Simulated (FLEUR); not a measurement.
# Magnetic state of free Ni(001) film, 1 layer from several starts, part 2 of 2

Aim: find out whether free Ni(001) film, 1 layer carries moments, and which collinear order costs least.

FLEUR MaX-R8.1; PBEsol; all-electron FLAPW film, Dirac cores, scalar-relativistic bands.

So far. Step 2 (Run 1 (ferro +)): After 26 cycles the largest moment stands at 1.000 μB. Step 3 (Order 2, typed as antiferro q=(1/2,1/2,0) +-): It lies 140 meV a seeded atom over the first start.

### 4. Run 3 (no spin polarisation)

Without spin polarisation no moment can form, so the difference from the other runs is what forming moments gains.

The k list default-1 (kpts.xml, not shown) is a Γ-centred 16×16×1 mesh.

The input, inp.xml:

```
<?xml version="1.0" encoding="UTF-8" standalone="no"?>
<fleurInput fleurInputVersion="0.39">
   <comment>
      Ni
   </comment>
   <calculationSetup>
      <cutoffs Kmax="3.66" Gmax="11.0" GmaxXC="11.0" numbands="0"/>
      <scfLoop itmax="120" minDistance="0.00002" maxIterBroyd="15" imix="Anderson" alpha="0.03" precondParam="0.0" spinf="2.0" sdNocoIR="T"/>
      <coreElectrons ctail="T" frcor="F" kcrel="1" coretail_lmax="0"/>
      <xcFunctional name="PBEs" relativisticCorrections="F"/>
      <magnetism jspins="1"/>
      <soc l_soc="F" theta="0.0" phi="0.0" spav="F"/>
      <expertModes spex="0" secvar="F"/>
      <geometryOptimization l_f="F" forcealpha="1.0" forcemix="BFGS" epsdisp="0.00001" epsforce="0.00001"/>
      <ldaU l_linMix="F" mixParam="0.05" spinf="1.0"/>
   </calculationSetup>
   <cell>
      <bzIntegration valenceElectrons="18.0" mode="hist" fermiSmearingEnergy="0.00183747">
         <kPointListSelection listName="default-1"/>
         <xi:include xmlns:xi="http://www.w3.org/2001/XInclude" href="kpts.xml"> </xi:include>
      </bzIntegration>
      <xi:include xmlns:xi="http://www.w3.org/2001/XInclude" href="sym.xml"> </xi:include>
      <filmLattice scale="1.0" dVac="5.28" dTilda="7.78">
         <bravaisMatrixFilm>
            <row-1>    4.7086305846658192     0.0000000000000000</row-1>
            <row-2>    0.0000000000000000     4.7086305846658192</row-2>
         </bravaisMatrixFilm>
         <vacuumEnergyParameters vacuum="1" spinUp="-.25" spinDown="-.25"/>
      </filmLattice>
   </cell>
   <atomSpecies>
      <species name="Nickel (Ni)" element="Ni" atomicNumber="28">
         <mtSphere radius="2.24" gridPoints="741" logIncrement="0.016"/>
         <atomicCutoffs lmax="8" lnonsphr="6"/>
         <electronConfig flipSpins="F">
            <coreConfig>(1s1/2) (2s1/2) (2p1/2) (2p3/2)</coreConfig>
            <valenceConfig>(3s1/2) (3p1/2) (3p3/2) (4s1/2) (3d3/2) (3d5/2)</valenceConfig>
            <stateOccupation state="(3d3/2)" spinUp="1.600000" spinDown="1.600000"/>
            <stateOccupation state="(3d5/2)" spinUp="2.400000" spinDown="2.400000"/>
         </electronConfig>
         <energyParameters s="4" p="4" d="3" f="4"/>
         <lo type="SCLO" l="0" n="3" eDeriv="0"/>
         <lo type="SCLO" l="1" n="3" eDeriv="0"/>
      </species>
   </atomSpecies>
   <atomGroups>
      <atomGroup species="Nickel (Ni)">
         <filmPos label="                   1">.0000000000 .0000000000 .0000000000</filmPos>
         <force calculate="T" relaxXYZ="TTT"/>
      </atomGroup>
   </atomGroups>
   <output dos="F" band="F" slice="F">
      <bandDOS minEnergy="-.5*Htr" maxEnergy="0.5*Htr" sigma="0.015" storeEVData="T"/>
      <plotting iplot="0" polar="F">
         <plot TwoD="T" vec1="  1.0  0.0  0.0" vec2="  0.0  1.0  0.0" vec3="  0.0  0.0  1.0" zero="  0.0  0.0 -0.5" file="plot"/>
      </plotting>
      <moessbauerParams electricFieldGradient="F" isomerShift="T" coreHyperfine="T" valenceHyperfine="T"/>
   </output>
</fleurInput>
```

The input, crystal.txt:

```
Ni
&input film=T cartesian=F /
2.49170000000  0.00000000000  0.00000000000
0.00000000000  2.49170000000  0.00000000000
0.00000000000  0.00000000000  1.00000000000
1.8897261246
1.0 1.0 1.0

1
28 0.00000000000  0.00000000000  0.00000000000

&kpt div1=16 div2=16 div3=1 gamma=T /
```

Started as:

```
OMP_NUM_THREADS=1 inpgen -f crystal.txt > inpgen.log  # inp.xml is then edited as shown
OMP_NUM_THREADS=1 mpirun -n 4 fleur_MPI > fleur.log
```

The log of the run:

```text
[banner, memory and clock lines left out]
Welcome to FLEUR        (www.flapw.de)
      MaX-Release 8.1          (www.max-centre.eu)

 ========== k-point set info ==========
 Selected k-point list: default-1
 k-point list type: mesh
 0 x 0 x 0
 Number of k points: 48

 [... set-up left out ...]
 Iteration:     1   Distance:      31.04704167 me/bohr^3
 Iteration:     2   Distance:      25.40429185 me/bohr^3
 Iteration:     3   Distance:      10.67764271 me/bohr^3
 Iteration:     4   Distance:       9.64025160 me/bohr^3
 Iteration:     5   Distance:       8.71966890 me/bohr^3
[...]
<FermiEnergy value="-0.1996318751" units="Htr"/>
         [... left out ...]
         <totalEnergy value="    -1519.4687670989" units="Htr">
            <sumOfEigenvalues value="     -885.0710665250">
               <coreElectrons value="-859.8047774290"/>
               <valenceElectrons value="-25.2662890960"/>
            </sumOfEigenvalues>
         [... left out ...]
            <freeEnergy value="-1519.4705747678"/>
            <extrapolationTo0K value="-1519.4696709334"/>
         </totalEnergy>
         <densityConvergence units="me/bohr^3">
            <chargeDensity spin="1" distance="0.0000027446"/>
         </densityConvergence>
      </iteration>
```

Elapsed: 15 s, on 4 MPI ranks of Arm Neoverse N1, shared host; peak memory 0.17 GiB; 59 s of CPU time.

Read from the output:

```
free energy                                                       : -41346.9007 eV
program's band gap on this mesh (in a metal only a level spacing) : 4.38e-4 eV
final state                                                       : non-magnetic (no spin polarisation)
```

It lies 140 meV a seeded atom over the first start.

### 5. The states side by side

Free energies are divided by the number of seeded atoms, so that cells of unlike size compare. Wavevectors q in the names are fractions of the primitive cell's reciprocal vectors.

Orders:

```csv
start,final state,typed order kept,energy over the lowest (meV a seeded atom),largest sphere moment (μB),net moment (μB a primitive cell),mesh matched,CPU time (s)
ferro +,ferromagnetic,yes,0,0.9999,0.9587,yes,107.6
"antiferro q=(1/2,1/2,0) +-",non-magnetic,no,140.1,0,0,yes,712.8
no spin polarisation,non-magnetic,-,140.1,0,0,yes,59.19
```

### 6. Spin–orbit coupling, moments along z

Spin–orbit coupling ties the spins to the lattice and lets orbital moments form.

A new self-consistent run of the start ferro +, with the moments along z.

The input, inp.xml:

```
<?xml version="1.0" encoding="UTF-8" standalone="no"?>
<fleurInput fleurInputVersion="0.39">
   <comment>
      Ni
   </comment>
   <calculationSetup>
      <cutoffs Kmax="3.66" Gmax="11.0" GmaxXC="11.0" numbands="38"/>
      <scfLoop itmax="120" minDistance="0.00002" maxIterBroyd="15" imix="Anderson" alpha="0.03" precondParam="0.0" spinf="2.0" sdNocoIR="T"/>
      <coreElectrons ctail="T" frcor="F" kcrel="1" coretail_lmax="0"/>
      <xcFunctional name="PBEs" relativisticCorrections="F"/>
      <magnetism jspins="2"/>
      <soc l_soc="T" theta="0.0" phi="0.0" spav="F"/>
      <expertModes spex="0" secvar="F"/>
      <geometryOptimization l_f="F" forcealpha="1.0" forcemix="BFGS" epsdisp="0.00001" epsforce="0.00001"/>
      <ldaU l_linMix="F" mixParam="0.05" spinf="1.0"/>
   </calculationSetup>
   <cell>
      <bzIntegration valenceElectrons="18.0" mode="hist" fermiSmearingEnergy="0.00183747">
         <kPointListSelection listName="default-1"/>
         <xi:include xmlns:xi="http://www.w3.org/2001/XInclude" href="kpts.xml"> </xi:include>
      </bzIntegration>
      <xi:include xmlns:xi="http://www.w3.org/2001/XInclude" href="sym.xml"> </xi:include>
      <filmLattice scale="1.0" dVac="5.28" dTilda="7.78">
         <bravaisMatrixFilm>
            <row-1>    4.7086305846658192     0.0000000000000000</row-1>
            <row-2>    0.0000000000000000     4.7086305846658192</row-2>
         </bravaisMatrixFilm>
         <vacuumEnergyParameters vacuum="1" spinUp="-.25" spinDown="-.25"/>
      </filmLattice>
   </cell>
   <atomSpecies>
      <species name="Nickel (Ni1.000" element="Ni" atomicNumber="28">
         <mtSphere radius="2.24" gridPoints="741" logIncrement="0.016"/>
         <atomicCutoffs lmax="8" lnonsphr="6"/>
         <electronConfig flipSpins="F">
            <coreConfig>(1s1/2) (2s1/2) (2p1/2) (2p3/2)</coreConfig>
            <valenceConfig>(3s1/2) (3p1/2) (3p3/2) (4s1/2) (3d3/2) (3d5/2)</valenceConfig>
            <stateOccupation state="(3d3/2)" spinUp="1.6" spinDown="1.6"/>
            <stateOccupation state="(3d5/2)" spinUp="2.9" spinDown="1.9"/>
         </electronConfig>
         <energyParameters s="4" p="4" d="3" f="4"/>
         <lo type="SCLO" l="0" n="3" eDeriv="0"/>
         <lo type="SCLO" l="1" n="3" eDeriv="0"/>
      </species>
   </atomSpecies>
   <atomGroups>
      <atomGroup species="Nickel (Ni1.000">
         <filmPos label="                   1">.0000000000 .0000000000 .0000000000</filmPos>
         <force calculate="T" relaxXYZ="TTT"/>
      </atomGroup>
   </atomGroups>
   <output dos="F" band="F" slice="F">
      <bandDOS minEnergy="-.5*Htr" maxEnergy="0.5*Htr" sigma="0.015" storeEVData="T"/>
      <plotting iplot="0" polar="F">
         <plot TwoD="T" vec1="  1.0  0.0  0.0" vec2="  0.0  1.0  0.0" vec3="  0.0  0.0  1.0" zero="  0.0  0.0 -0.5" file="plot"/>
      </plotting>
      <moessbauerParams electricFieldGradient="F" isomerShift="T" coreHyperfine="T" valenceHyperfine="T"/>
   </output>
</fleurInput>
```

The input, crystal.txt:

```
Ni
&input film=T cartesian=F /
2.49170000000  0.00000000000  0.00000000000
0.00000000000  2.49170000000  0.00000000000
0.00000000000  0.00000000000  1.00000000000
1.8897261246
1.0 1.0 1.0

1
28 0.00000000000  0.00000000000  0.00000000000 : 1.000

&soc 0.0000000 0.0000000 /
&kpt div1=16 div2=16 div3=1 gamma=T /
```

The log of the run:

```text
[banner, memory and clock lines left out]
Welcome to FLEUR        (www.flapw.de)
      MaX-Release 8.1          (www.max-centre.eu)

 ========== k-point set info ==========
 Selected k-point list: default-1
 k-point list type: mesh
 0 x 0 x 0
 Number of k points: 68

 [... set-up left out ...]
 Iteration:     1   Distance:      26.55785022 me/bohr^3
 Iteration:     2   Distance:      21.56317115 me/bohr^3
 Iteration:     3   Distance:       8.16145989 me/bohr^3
 Iteration:     4   Distance:       6.70100434 me/bohr^3
 Iteration:     5   Distance:       4.28052754 me/bohr^3
 Iteration:     6   Distance:       3.65176744 me/bohr^3
 Iteration:     7   Distance:       1.48776876 me/bohr^3
 Iteration:     8   Distance:       1.47670503 me/bohr^3
 Iteration:     9   Distance:       1.32916636 me/bohr^3
 Iteration:    10   Distance:       0.42723700 me/bohr^3
 Iteration:    11   Distance:       0.52157146 me/bohr^3
 Iteration:    12   Distance:       0.19815315 me/bohr^3
 Iteration:    13   Distance:       0.12912233 me/bohr^3
 Iteration:    14   Distance:       0.02879386 me/bohr^3
[... lines left out ...]
 Iteration:    18   Distance:       0.01664240 me/bohr^3
 Iteration:    19   Distance:       0.00815681 me/bohr^3
 Iteration:    20   Distance:       0.00188111 me/bohr^3
 Iteration:    21   Distance:       0.00051205 me/bohr^3
 Iteration:    22   Distance:       0.00056042 me/bohr^3
 Iteration:    23   Distance:       0.00015813 me/bohr^3
 Iteration:    24   Distance:       0.00001842 me/bohr^3

 ********************************************************************
 Run finished successfully
 Stop message:
   all done
 ********************************************************************

--- out.xml (last complete iteration) ---
<iteration numberForCurrentRun="   24" overallNumber="   24">
         [... left out ...]
         <bandgap value="0.0013014711" units="eV"/>
         <sumValenceSingleParticleEnergies value="-25.3996958432" units="Htr"/>
         <FermiEnergy value="-0.1930359073" units="Htr"/>
         [... left out ...]
         <magneticMomentsInMTSpheres units="muBohr">
            <globalMagMoment atomType="1" vec="0.00000   0.00000   0.99384"/>
         </magneticMomentsInMTSpheres>
         <orbitalMomentsInMTSpheres units="muBohr">
            <globalMagMoment atomType="1" vec="0.00000   0.00000   0.11192"/>
         </orbitalMomentsInMTSpheres>
         [... left out ...]
         <totalEnergy value="    -1519.4757006041" units="Htr">
            <sumOfEigenvalues value="     -885.2796173233">
               <coreElectrons value="-859.8799214801"/>
               <valenceElectrons value="-25.3996958432"/>
            </sumOfEigenvalues>
         [... left out ...]
            <freeEnergy value="-1519.4766064151"/>
            <extrapolationTo0K value="-1519.4761535096"/>
         </totalEnergy>
         <densityConvergence units="me/bohr^3">
            <chargeDensity spin="1" distance="0.0000074297"/>
            <chargeDensity spin="2" distance="0.0000162210"/>
            <overallChargeDensity distance="0.0000184184"/>
            <spinDensity distance="0.0000172455"/>
         </densityConvergence>
      </iteration>
```

Elapsed: 38 s, on 4 MPI ranks; peak memory 0.24 GiB; 2.5 min of CPU time.

Read from the output:

- free energy: -41347.0648 eV
- program's band gap on this mesh (in a metal only a level spacing): 0.001301 eV
- magnetization: 0.9533 μB
- final state: ferromagnetic
- largest moment: 0.9938 μB
- orbital moment along the spin: 0.1119 μB

Orbital moment in the sphere, along the spin axis by atom:

```csv
atom,"orbital moment in the sphere, along the spin axis (μB)"
Ni1,0.112
```

Fields along z, the direction of positive moments; semicore shells count as valence. Hyperfine fields at the nuclei:

```
atom  core contact (T)  valence contact (T)  dipolar (T)  orbital (T)  sum (T)  density at the nucleus (e/bohr³)
 Ni1            -29.68                23.03       -2.772        9.695   0.2704                             19650
```

### 7. Summary of results

```json
{"lowest state found": "ferromagnetic (typed ferro +)", "largest site spin moment": "1.000 μB", "next finished state": "non-magnetic, 140 meV a seeded atom higher", "energy gained by spin polarisation": "140 meV a seeded atom", "hyperfine field at Ni1, along its moment": "0.270 T", "orbital moment on the atom of largest spin, along its spin (spin–orbit run)": "0.112 μB"}
```

In words: The lowest state found is ferromagnetic, reached from the start ferro +, with moments up to 1.000 μB. 1 start left the typed pattern (a sign turned, or a seeded moment died or shrank under 0.15 μB), so such an energy belongs to the state reached, not the one typed. At Ni1 the core shells give -29.7 T and the valence and semicore s states 23.0 T along the moment, -6.69 T per μB together; orbital and dipolar parts add 6.9 T. Semilocal functionals tend to give too weak a core polarisation. The orbital moment is parallel to the spin, as Hund's third rule has it for a shell over half filled. Only 3 starts were tried; other patterns of signs, canted and longer-period orders were not.

[Logs and program files are shortened in this print: banners, set-up blocks, solver, clock and traceback lines can be left out without a mark of their own.]

[Logs are printed without paths, hosts, clocks, repeated set-up lines and the standing remarks that a program may print on its own settings, such as how far it seeks lower states.]

[Hosts, paths, dates, database ids (printed as entryN), source tags and the programs' standing remarks are cut or masked in the printed files.]

[Where a cell is said to come from a database of computed structures, the database is the Materials Project.]
